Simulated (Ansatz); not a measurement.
# Ta: boundaries ranked by energy

Which of these boundaries of Ta costs least, and does the order hold when functional or mesh changes?

Calculated with Ansatz 0.2.0: Kohn-Sham DFT, PBE, PAW (set soft_2), plane waves; cutoff 420 eV, fermi-dirac smearing of 0.1 eV. Each cell was relaxed with PBE at fixed cell edges, then solved at the other levels. Its free energy less that of as many atoms of bulk Ta (18.297 Å³ an atom, mesh 17×17×17) is divided by the area of its two boundaries. Cutoffs: 420 eV for PBE and PBEsol; 500 eV for r2SCAN.

Sigma13 (510)[001] symmetric tilt boundary in Ta, as built: Two grains of Ta, one the mirror image of the other in the boundary plane, two boundaries a cell; of 5 trial joints (lateral shifts, openings, close atoms taken out) the lowest after a short relaxation with the MACE-MP-0b2 potential was kept (shift [0, 0] of the surface cell, opening 0.00 Å, one of each pair under 1.73 Å removed), then its atoms and the cell's length along the normal were relaxed with that potential. Lattice constants are starting values near those of PBE.

Sigma17 (530)[001] symmetric tilt boundary in Ta, as built: Two grains of Ta, one the mirror image of the other in the boundary plane, two boundaries a cell; of 6 trial joints (lateral shifts, openings, close atoms taken out) the lowest after a short relaxation with the MACE-MP-0b2 potential was kept (shift [0.5, 0.5] of the surface cell, opening 1.01 Å, one of each pair under 2.02 Å removed), then its atoms and the cell's length along the normal were relaxed with that potential. Lattice constants are starting values near those of PBE.

**Cells**

| cell | atoms | area (Å²) | k-mesh | gain on relaxing (J/m²) |
| --- | --- | --- | --- | --- |
| Sigma13 (510)[001] symmetric tilt boundary in Ta | 60 | 56.20 | 6×4×2 (relaxed on 4×3×1) | 0.040 |
| Sigma17 (530)[001] symmetric tilt boundary in Ta | 72 | 64.27 | 6×4×2 (relaxed on 4×2×1) | 0.077 |
| Sigma5 (310)[001] symmetric tilt boundary in Ta | 40 | 34.86 | 6×7×2 (relaxed on 4×5×1) | 0.067 |
| Sigma5 (210)[001] symmetric tilt boundary in Ta | 52 | 49.29 | 5×5×2 (relaxed on 3×4×1) | 0.119 |
| Sigma13 (320)[001] symmetric tilt boundary in Ta | 88 | 79.48 | 3×5×2 (relaxed on 2×4×1) | 0.055 |

**Boundary energy**

In J/m²:

| cell | PBE | PBE, denser mesh | PBEsol | r2SCAN |
| --- | --- | --- | --- | --- |
| Sigma13 (510)[001] symmetric tilt boundary in Ta | 1.359 | 1.359 | 1.468 | - |
| Sigma17 (530)[001] symmetric tilt boundary in Ta | 1.381 | 1.381 | 1.524 | 1.477 |
| Sigma5 (310)[001] symmetric tilt boundary in Ta | 1.438 | 1.437 | - | 1.557 |
| Sigma5 (210)[001] symmetric tilt boundary in Ta | 1.491 | 1.492 | - | 1.613 |
| Sigma13 (320)[001] symmetric tilt boundary in Ta | 1.496 | 1.499 | 1.654 | 1.625 |

**Findings**

With PBE the lowest is Sigma13 (510)[001] symmetric tilt boundary in Ta (1.36 J/m²) and the highest Sigma13 (320)[001] symmetric tilt boundary in Ta (1.50 J/m²), a ratio of 1.10. Sigma17 (530)[001] symmetric tilt boundary in Ta lies within 0.022 J/m² of the lowest. PBE on a denser mesh shifts the values by -0.00 to +0.00 J/m² over 5 cells and reverses no pair. PBEsol shifts the values by +0.11 to +0.16 J/m² over 3 cells and reverses no pair. r2SCAN shifts the values by +0.10 to +0.13 J/m² over 4 cells and reverses no pair. A pair counts as reversed only if it differs by over 0.02 J/m² at both levels.

Limits: The lattice constant is the typed one for every functional. Cells and bulk are sampled on unlike meshes, and thin cells carry size effects; differences of a few hundredths of a J/m² aren't resolved. These are free energies under a smearing of 0.1 eV, whose entropy term isn't removed. Each joint was picked among a few trials by a machine-learned potential, which also set the length along the normal. Spin–orbit coupling is left out, which matters for the levels of the heavy elements. In some runs the program notes that positions were snapped to a detected symmetry.

[Hosts, paths, dates, database ids (printed as entryN), source tags and the programs' standing remarks are cut or masked in the printed files.]
